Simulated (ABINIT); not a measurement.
# Ba2H3I (P-3m1): G0W0 with ABINIT, start to end, part 2 of 3

How does a plane-wave GW calculation on Ba2H3I (P-3m1) run from the first input to the gap?

ABINIT 10.8.3; LDA and many-body steps on it, plane waves. Known limits of the many-body steps: not at the basis limit; no spin-orbit coupling; coarse k mesh.

So far. Step 2 (Ground state): The gap is indirect, with the least direct gap 0.36 eV higher.

### 3. Bands along the symmetry lines

Level of this step: DFT, LDA, plane waves, norm-conserving pseudopotentials (ABINIT).

The cheap functional maps the bands first; the places of the edges decide which points the dearer methods must see.

The input, run.abi:

```
acell 3*1.0 Angstrom
rprim 
  4.536403231722 0.000000000020 0.000000000000
  -2.268201615878 3.928640440471 0.000000000000
  0.000000000000 0.000000000000 8.119554120000
ntypat 3
znucl 56 1 53
natom 6
typat 1 1 2 2 2 3
xred 
  0.666666666667 0.333333333333 0.684719380000
  0.333333333333 0.666666666667 0.315280620000
  0.666666666667 0.333333333333 0.356100520000
  0.333333333333 0.666666666667 0.643899480000
  0.000000000000 0.000000000000 0.500000000000
  0.000000000000 0.000000000000 0.000000000000
pp_dirpath "pseudos"
pseudos "Ba.upf, H.upf, I.upf"
ecut 31
iscf -2
irdden 1
kptopt 0
nkpt 75
kpt 
  0.00000000 0.00000000 0.00000000
  0.06250000 0.00000000 0.00000000
  0.12500000 0.00000000 0.00000000
  0.18750000 0.00000000 0.00000000
  0.25000000 0.00000000 0.00000000
  0.31250000 0.00000000 0.00000000
  0.37500000 0.00000000 0.00000000
  0.43750000 0.00000000 0.00000000
  0.50000000 0.00000000 0.00000000
  0.47916667 0.04166667 0.00000000
  0.45833333 0.08333333 0.00000000
  0.43750000 0.12500000 0.00000000
  0.41666666 0.16666666 0.00000000
  0.39583333 0.20833333 0.00000000
  0.37500000 0.25000000 0.00000000
  0.35416666 0.29166666 0.00000000
  0.33333333 0.33333333 0.00000000
  0.29166666 0.29166666 0.00000000
  0.25000000 0.25000000 0.00000000
  0.20833333 0.20833333 0.00000000
  0.16666666 0.16666666 0.00000000
  0.12500000 0.12500000 0.00000000
  0.08333333 0.08333333 0.00000000
  0.04166667 0.04166667 0.00000000
  0.00000000 0.00000000 0.00000000
  0.00000000 0.00000000 0.06250000
  0.00000000 0.00000000 0.12500000
  0.00000000 0.00000000 0.18750000
  0.00000000 0.00000000 0.25000000
  0.00000000 0.00000000 0.31250000
  0.00000000 0.00000000 0.37500000
  0.00000000 0.00000000 0.43750000
  0.00000000 0.00000000 0.50000000
  0.06250000 0.00000000 0.50000000
  0.12500000 0.00000000 0.50000000
  0.18750000 0.00000000 0.50000000
  0.25000000 0.00000000 0.50000000
  0.31250000 0.00000000 0.50000000
  0.37500000 0.00000000 0.50000000
  0.43750000 0.00000000 0.50000000
  0.50000000 0.00000000 0.50000000
  0.47916667 0.04166667 0.50000000
  0.45833333 0.08333333 0.50000000
  0.43750000 0.12500000 0.50000000
  0.41666666 0.16666666 0.50000000
  0.39583333 0.20833333 0.50000000
  0.37500000 0.25000000 0.50000000
  0.35416666 0.29166666 0.50000000
  0.33333333 0.33333333 0.50000000
  0.29166666 0.29166666 0.50000000
  0.25000000 0.25000000 0.50000000
  0.20833333 0.20833333 0.50000000
  0.16666666 0.16666666 0.50000000
  0.12500000 0.12500000 0.50000000
  0.08333333 0.08333333 0.50000000
  0.04166667 0.04166667 0.50000000
  0.00000000 0.00000000 0.50000000
  0.50000000 0.00000000 0.50000000
  0.50000000 0.00000000 0.43750000
  0.50000000 0.00000000 0.37500000
  0.50000000 0.00000000 0.31250000
  0.50000000 0.00000000 0.25000000
  0.50000000 0.00000000 0.18750000
  0.50000000 0.00000000 0.12500000
  0.50000000 0.00000000 0.06250000
  0.50000000 -0.00000000 0.00000000
  0.33333333 0.33333333 0.50000000
  0.33333333 0.33333333 0.43750000
  0.33333333 0.33333333 0.37500000
  0.33333333 0.33333333 0.31250000
  0.33333333 0.33333333 0.25000000
  0.33333333 0.33333333 0.18750000
  0.33333333 0.33333333 0.12500000
  0.33333333 0.33333333 0.06250000
  0.33333333 0.33333333 0.00000000
istwfk *1
nband 22
nbdbuf 2
tolwfr 1e-08
nstep 40
prtwf 0
prtvol 0
indata_prefix "in"
outdata_prefix "out"
tmpdata_prefix "tmp"
```

The run is started by

```sh
OMP_NUM_THREADS=1 mpirun -n 4 abinit run.abi > log
```

Numbers of over 12 decimals in the logs are rounded to 6 here.

Output:

```text
.Version 10.8.3 of ABINIT. v10.8.2 released Aug 2026.

 Symmetries : space group P-3 m 1 (#164); Bravais hP (primitive hexag.)
[... echo of the input left out ...]
== DATASET  1 ==================================================================
-   mpi_nproc: 4, omp_nthreads: 1 (-1 if OMP is not activated)

--- !DatasetInfo
iteration_state: {dtset: 1, }
dimensions: {natom: 6, nkpt: 75, mband: 22, nsppol: 1, nspinor: 1, nspden: 1, mpw: 8102, }
cutoff_energies: {ecut:  31.0, pawecutdg:  -1.0, }
electrons: {nelect:   3.00000000E+01, charge:   0.00000000E+00, occopt:   1.00000000E+00, tsmear:   1.00000000E-02, }

 Real(R)+Recip(G) space primitive vectors, cartesian coordinates (Bohr,Bohr^-1):
 R(1)=  8.5725597  0.0000000  0.0000000  G(1)=  0.1166513  0.0673486  0.0000000
 R(2)= -4.2862799  7.4240545  0.0000000  G(2)=  0.0000000  0.1346973  0.0000000
 R(3)=  0.0000000  0.0000000 15.3437336  G(3)=  0.0000000  0.0000000  0.0651732
 Unit cell volume ucvol=  9.7652354E+02 bohr^3
 Angles (23,13,12)=  9.00000000E+01  9.00000000E+01  1.20000000E+02 degrees

 getcut: wavevector=  0.0000  0.0000  0.0000  ngfft=  45  45  80
         ecut(hartree)=     31.000   => boxcut(ratio)=   2.04784

--- Pseudopotential description ------------------------------------------------
- Ba Generated using ONCVPSP code by D. R. Hamann
- 56.00000  10.00000  180309                  znucl, zion, pspdat
12 -1012 2 -1 1912                            pspcod,pspxc,lmax,lloc,mmax
     nproj     2     2     2
  pspatm : epsatm=   25.95172157
         --- l  ekb(1:nproj) -->
             0    6.668455    0.685657
             1    5.046948    0.410312
             2    2.551809    0.419281
 pspatm: atomic psp has been read  and splines computed

- H Generated using ONCVPSP code by D. R. Hamann
-  1.00000   1.00000  180309                  znucl, zion, pspdat
12 -1012 1 -1 1180                            pspcod,pspxc,lmax,lloc,mmax
     nproj     2     1     0
  pspatm : epsatm=    0.35439867
         --- l  ekb(1:nproj) -->
[...]
1   -0.275071
 pspatm: atomic psp has been read  and splines computed

- I Generated using ONCVPSP code by D. R. Hamann
- 53.00000   7.00000  180309                  znucl, zion, pspdat
12 -1012 2 -1 1182                            pspcod,pspxc,lmax,lloc,mmax
     nproj     2     2     2
  pspatm : epsatm=   17.18700033
         --- l  ekb(1:nproj) -->
[...]
pspatm: atomic psp has been read  and splines computed

--------------------------------------------------------------------------------

================================================================================
 prteigrs : about to open file out_EIG
 Non-SCF case, kpt    1 (  0.00000  0.00000  0.00000), residuals and eigenvalues=
  5.10E-09  2.70E-09  2.16E-09  3.44E-09  2.06E-09  7.57E-09  3.96E-09  4.69E-09
[...]
2.4796E-01  2.6050E-01  2.7610E-01  2.9214E-01
[...]
Non-SCF case, kpt   74 (  0.33333  0.33333  0.06250), residuals and eigenvalues=
[...]
Non-SCF case, kpt   75 (  0.33333  0.33333  0.00000), residuals and eigenvalues=
[...]
--- !ResultsGS
iteration_state: {dtset: 1, }
comment   : Summary of ground state results
lattice_vectors:
- [  8.5725597,   0.0000000,   0.0000000, ]
- [ -4.2862799,   7.4240545,   0.0000000, ]
- [  0.0000000,   0.0000000,  15.3437336, ]
lattice_lengths: [   8.57256,    8.57256,   15.34373, ]
lattice_angles: [ 90.000,  90.000, 120.000, ] # degrees, (23, 13, 12)
lattice_volume:   9.7652354E+02
convergence: {deltae:  0.000E+00, res2:  0.000E+00, residm:  9.964E-09, diffor:  0.000E+00, }
etotal    :  -7.12747994E+01
entropy   :   0.00000000E+00
fermie    :   1.44718785E-01
cartesian_stress_tensor: null
pressure_GPa: null
xred      :
- [  6.6667E-01,   3.3333E-01,   6.8472E-01, Ba]
- [  3.3333E-01,   6.6667E-01,   3.1528E-01, Ba]
- [  6.6667E-01,   3.3333E-01,   3.5610E-01,  H]
- [  3.3333E-01,   6.6667E-01,   6.4390E-01,  H]
- [  0.0000E+00,   0.0000E+00,   5.0000E-01,  H]
- [  0.0000E+00,   0.0000E+00,   0.0000E+00,  I]
cartesian_forces: null
force_length_stats: {min: null, max: null, mean: null, }

 Integrated electronic density in atomic spheres:
 ------------------------------------------------
 Atom  Sphere_radius  Integrated_density
[...]
================================================================================

 ----iterations are completed or convergence reached----

 Mean square residual over all n,k,spin=   52.452E-10; max=  99.638E-10
 reduced coordinates (array xred) for    6 atoms
[...]
0.000000000000      0.000000000000      0.500000000000
       0.000000000000      0.000000000000      0.000000000000

 cartesian coordinates (angstrom) at end:
[...]
5      0.000000     0.000000     4.059777
    6      0.000000     0.000000     0.000000
 length scales=  1.889726125908  1.889726125908  1.889726125908 bohr
              =  1.000000000000  1.000000000000  1.000000000000 angstroms
 prteigrs : about to open file out_EIG
 Eigenvalues (hartree) for nkpt=  75  k points:
 kpt#   1, nband= 22, wtk=  1.00000, kpt=  0.0000  0.0000  0.0000 (reduced coord)
[...]
kpt#   2, nband= 22, wtk=  1.00000, kpt=  0.0625  0.0000  0.0000 (reduced coord)
[...]
kpt#   3, nband= 22, wtk=  1.00000, kpt=  0.1250  0.0000  0.0000 (reduced coord)
[...]
kpt#  74, nband= 22, wtk=  1.00000, kpt=  0.3333  0.3333  0.0625 (reduced coord)
[...]
0.22838    0.25192    0.29789    0.31351    0.31351    0.35942
 kpt#  75, nband= 22, wtk=  1.00000, kpt=  0.3333  0.3333  0.0000 (reduced coord)
  -0.86397   -0.86397   -0.34657   -0.33088   -0.33088   -0.31729   -0.31480   -0.31480
  -0.31291    0.01575    0.01575    0.02480    0.07012    0.07601    0.07601    0.22767
   0.22767    0.25163    0.29811    0.31400    0.31400    0.36067

== END DATASET(S) ==============================================================
================================================================================

 -outvars: echo values of variables after computation  --------
            nband          22
             nkpt          75
          spgroup         164
 [... the other variables as echoed above ...]

 Calculation completed.
```

The job ended after 74 s (4 MPI ranks of Arm Neoverse V1, shared host; peak memory 0.5 GiB).

This step gave:

```
gap                        : 1.962 eV
k of the valence top       : 0, 0, 0.5
k of the conduction bottom : 0.5, 0, 0.5
least direct gap           : 2.324 eV
```

The gap is 1.962 eV, as in the run before at this level.

The electronic bands at the labelled points (eV, zero at the top of the highest filled band):

```csv
point,band 12,band 13,band 14,band 15,band 16,band 17,band 18,band 19
Γ,-2.39,-2.39,-2.23,-0.05,2.42,2.50,2.50,2.59
halfway,-2.65,-2.58,-2.27,-1.13,2.83,2.85,3.03,3.15
M,-2.76,-2.33,-1.93,-1.77,2.57,3.04,3.22,3.58
halfway,-3.04,-2.15,-1.94,-1.81,2.33,2.80,2.92,3.77
K,-3.26,-2.03,-1.87,-1.87,2.26,2.26,2.91,4.17
halfway,-2.72,-2.54,-2.25,-1.32,2.74,2.86,3.04,3.06
Γ,-2.39,-2.39,-2.23,-0.05,2.42,2.50,2.50,2.59
halfway,-2.40,-2.40,-2.25,-0.03,2.40,2.40,2.47,2.81
A,-2.41,-2.41,-2.31,0.00,2.32,2.32,2.44,3.11
halfway,-2.57,-2.48,-2.28,-1.23,2.12,2.56,2.85,3.43
L,-2.73,-2.19,-2.11,-1.90,1.96,2.69,2.86,4.34
halfway,-3.06,-2.07,-2.05,-1.94,2.48,2.76,2.87,4.21
H,-3.30,-2.02,-1.94,-1.94,2.92,2.92,3.09,4.33
halfway,-2.81,-2.40,-2.22,-1.41,1.99,2.97,2.99,3.27
A,-2.41,-2.41,-2.31,0.00,2.32,2.32,2.44,3.11
jump to L,-2.73,-2.19,-2.11,-1.90,1.96,2.69,2.86,4.34
halfway,-2.74,-2.29,-1.94,-1.89,2.24,2.90,2.93,3.73
M,-2.76,-2.33,-1.93,-1.77,2.57,3.04,3.22,3.58
jump to H,-3.30,-2.02,-1.94,-1.94,2.92,2.92,3.09,4.33
halfway,-3.28,-2.02,-1.91,-1.91,2.54,2.54,3.01,4.15
K,-3.26,-2.03,-1.87,-1.87,2.26,2.26,2.91,4.17
```

### 4. Empty states on the mesh, 3×3×1 mesh, 80 bands

The sums over transitions need many empty states on a uniform mesh; this step solves for them.

The input, run.abi:

```
acell 3*1.0 Angstrom
rprim 
  4.536403231722 0.000000000020 0.000000000000
  -2.268201615878 3.928640440471 0.000000000000
  0.000000000000 0.000000000000 8.119554120000
ntypat 3
znucl 56 1 53
natom 6
typat 1 1 2 2 2 3
xred 
  0.666666666667 0.333333333333 0.684719380000
  0.333333333333 0.666666666667 0.315280620000
  0.666666666667 0.333333333333 0.356100520000
  0.333333333333 0.666666666667 0.643899480000
  0.000000000000 0.000000000000 0.500000000000
  0.000000000000 0.000000000000 0.000000000000
pp_dirpath "pseudos"
pseudos "Ba.upf, H.upf, I.upf"
ecut 31
ngkpt 3 3 1
nshiftk 1
shiftk 0 0 0
kptopt 1
chksymbreak 0
iscf -2
irdden 1
istwfk *1
nband 80
nbdbuf 6
tolwfr 1e-09
nstep 60
prtvol 0
indata_prefix "in"
outdata_prefix "out"
tmpdata_prefix "tmp"
```

Output:

```text
.Version 10.8.3 of ABINIT. v10.8.2 released Aug 2026.

 Symmetries : space group P-3 m 1 (#164); Bravais hP (primitive hexag.)
[... echo of the input left out ...]
== DATASET  1 ==================================================================
-   mpi_nproc: 4, omp_nthreads: 1 (-1 if OMP is not activated)
-    --> not optimal distribution: autoparal keyword recommended in input file <--

--- !DatasetInfo
iteration_state: {dtset: 1, }
dimensions: {natom: 6, nkpt: 3, mband: 80, nsppol: 1, nspinor: 1, nspden: 1, mpw: 8061, }
cutoff_energies: {ecut:  31.0, pawecutdg:  -1.0, }
electrons: {nelect:   3.00000000E+01, charge:   0.00000000E+00, occopt:   1.00000000E+00, tsmear:   1.00000000E-02, }

 Real(R)+Recip(G) space primitive vectors, cartesian coordinates (Bohr,Bohr^-1):
 R(1)=  8.5725597  0.0000000  0.0000000  G(1)=  0.1166513  0.0673486  0.0000000
 R(2)= -4.2862799  7.4240545  0.0000000  G(2)=  0.0000000  0.1346973  0.0000000
 R(3)=  0.0000000  0.0000000 15.3437336  G(3)=  0.0000000  0.0000000  0.0651732
 Unit cell volume ucvol=  9.7652354E+02 bohr^3
 Angles (23,13,12)=  9.00000000E+01  9.00000000E+01  1.20000000E+02 degrees

 getcut: wavevector=  0.0000  0.0000  0.0000  ngfft=  45  45  80
         ecut(hartree)=     31.000   => boxcut(ratio)=   2.04784

--- Pseudopotential description ------------------------------------------------
- Ba Generated using ONCVPSP code by D. R. Hamann
- 56.00000  10.00000  180309                  znucl, zion, pspdat
12 -1012 2 -1 1912                            pspcod,pspxc,lmax,lloc,mmax
     nproj     2     2     2
  pspatm : epsatm=   25.95172157
         --- l  ekb(1:nproj) -->
             0    6.668455    0.685657
             1    5.046948    0.410312
             2    2.551809    0.419281
 pspatm: atomic psp has been read  and splines computed

- H Generated using ONCVPSP code by D. R. Hamann
-  1.00000   1.00000  180309                  znucl, zion, pspdat
12 -1012 1 -1 1180                            pspcod,pspxc,lmax,lloc,mmax
     nproj     2     1     0
  pspatm : epsatm=    0.35439867
         --- l  ekb(1:nproj) -->
[...]
1   -0.275071
 pspatm: atomic psp has been read  and splines computed

- I Generated using ONCVPSP code by D. R. Hamann
- 53.00000   7.00000  180309                  znucl, zion, pspdat
12 -1012 2 -1 1182                            pspcod,pspxc,lmax,lloc,mmax
     nproj     2     2     2
  pspatm : epsatm=   17.18700033
         --- l  ekb(1:nproj) -->
[...]
pspatm: atomic psp has been read  and splines computed

--------------------------------------------------------------------------------

================================================================================
 prteigrs : about to open file out_EIG
 Non-SCF case, kpt    1 (  0.00000  0.00000  0.00000), residuals and eigenvalues=
  5.77E-10  6.57E-10  4.39E-10  2.84E-10  2.89E-10  6.23E-10  4.62E-10  2.32E-10
  7.35E-10  3.47E-10  3.39E-10  4.29E-10  7.35E-10  5.07E-10  2.20E-10  7.04E-10
  2.16E-10  3.62E-10  5.65E-10  9.15E-10  2.69E-10  4.06E-10  6.25E-10  1.57E-10
[...]
-8.6664E-01 -8.6348E-01 -3.5862E-01 -3.1490E-01 -3.1484E-01 -3.1484E-01
 -3.1385E-01 -3.1023E-01 -3.1023E-01  4.1066E-03  9.2767E-03  5.6982E-02
  5.6982E-02  6.2810E-02  1.4282E-01  2.3366E-01  2.3654E-01  2.3654E-01
[...]
1.0123E+00  1.0123E+00  1.0369E+00  1.0759E+00  1.0759E+00  1.0852E+00
  1.0997E+00  1.0997E+00  1.1416E+00  1.1416E+00  1.1455E+00  1.1729E+00
  1.1806E+00  1.1811E+00
 prteigrs : prtvol=0 or 1, do not print more k-points.

--- !ResultsGS
iteration_state: {dtset: 1, }
comment   : Summary of ground state results
lattice_vectors:
- [  8.5725597,   0.0000000,   0.0000000, ]
- [ -4.2862799,   7.4240545,   0.0000000, ]
- [  0.0000000,   0.0000000,  15.3437336, ]
lattice_lengths: [   8.57256,    8.57256,   15.34373, ]
lattice_angles: [ 90.000,  90.000, 120.000, ] # degrees, (23, 13, 12)
lattice_volume:   9.7652354E+02
convergence: {deltae:  0.000E+00, res2:  0.000E+00, residm:  9.990E-10, diffor:  0.000E+00, }
etotal    :  -7.12747994E+01
entropy   :   0.00000000E+00
fermie    :   1.44718785E-01
cartesian_stress_tensor: null
pressure_GPa: null
xred      :
- [  6.6667E-01,   3.3333E-01,   6.8472E-01, Ba]
- [  3.3333E-01,   6.6667E-01,   3.1528E-01, Ba]
- [  6.6667E-01,   3.3333E-01,   3.5610E-01,  H]
- [  3.3333E-01,   6.6667E-01,   6.4390E-01,  H]
- [  0.0000E+00,   0.0000E+00,   5.0000E-01,  H]
- [  0.0000E+00,   0.0000E+00,   0.0000E+00,  I]
cartesian_forces: null
force_length_stats: {min: null, max: null, mean: null, }

 Integrated electronic density in atomic spheres:
 ------------------------------------------------
 Atom  Sphere_radius  Integrated_density
[...]
================================================================================

 ----iterations are completed or convergence reached----

 Mean square residual over all n,k,spin=   51.096E-11; max=  99.896E-11
 reduced coordinates (array xred) for    6 atoms
[...]
0.000000000000      0.000000000000      0.500000000000
       0.000000000000      0.000000000000      0.000000000000

 cartesian coordinates (angstrom) at end:
    1      2.268202     1.309547     5.559616
    2     -1.133e-11     2.619094     2.559938
    3      2.268202     1.309547     2.891377
    4     -1.133e-11     2.619094     5.228177
    5      0.000000     0.000000     4.059777
    6      0.000000     0.000000     0.000000
 length scales=  1.889726125908  1.889726125908  1.889726125908 bohr
              =  1.000000000000  1.000000000000  1.000000000000 angstroms
 prteigrs : about to open file out_EIG
 Eigenvalues (hartree) for nkpt=   3  k points:
 kpt#   1, nband= 80, wtk=  0.11111, kpt=  0.0000  0.0000  0.0000 (reduced coord)
[...]
0.98614    0.99484    1.01234    1.01234    1.03694    1.07587    1.07587    1.08520
   1.09972    1.09972    1.14158    1.14158    1.14551    1.17293    1.18057    1.18108
 prteigrs : prtvol=0 or 1, do not print more k-points.

== END DATASET(S) ==============================================================
================================================================================

 -outvars: echo values of variables after computation  --------
            nband          80
             nkpt           3
          spgroup         164
 [... the other variables as echoed above ...]

 Calculation completed.
```

Run time: 24 s. Hardware: 4 MPI ranks; peak memory 0.34 GiB; 94 s of CPU time.

Numbers from this step:

```
gap                                                           : 2.309 eV
k of the valence top                                          : 0, 0, 0
k of the conduction bottom                                    : 0.3333, 0.3333, 0
least direct gap                                              : 2.472 eV
k points computed                                             : 3
lowest point of the top converged band, above the valence top : 25.89 eV
```

On this mesh the gap is 2.309 eV. The earlier step found 1.962 eV, so this mesh misses an edge.

[end of part 2 of 3]

[Paths, hosts, dates, memory and timing lines, banners, echoed tables and standing remarks are left out of the program output.]

[Logs are printed without paths, hosts, clocks, repeated set-up lines and the standing remarks that a program may print on its own settings, such as how far it seeks lower states.]

[Runs of the session that timed out or met a known fault of the program may be left out.]

[Hosts, paths, dates, database ids (printed as entryN), source tags and the programs' standing remarks are cut or masked in the printed files.]

[G0W0 gaps are taken among the corrected bands and points alone; a level outside them can change the order at an edge.]

[Where Ansatz stands beside ABINIT at settings called matched, ABINIT's density can come from a denser mesh and the files from another edition; pairs whose starting gaps differed by over 0.03 eV were left out, so agreement reads better than it is.]
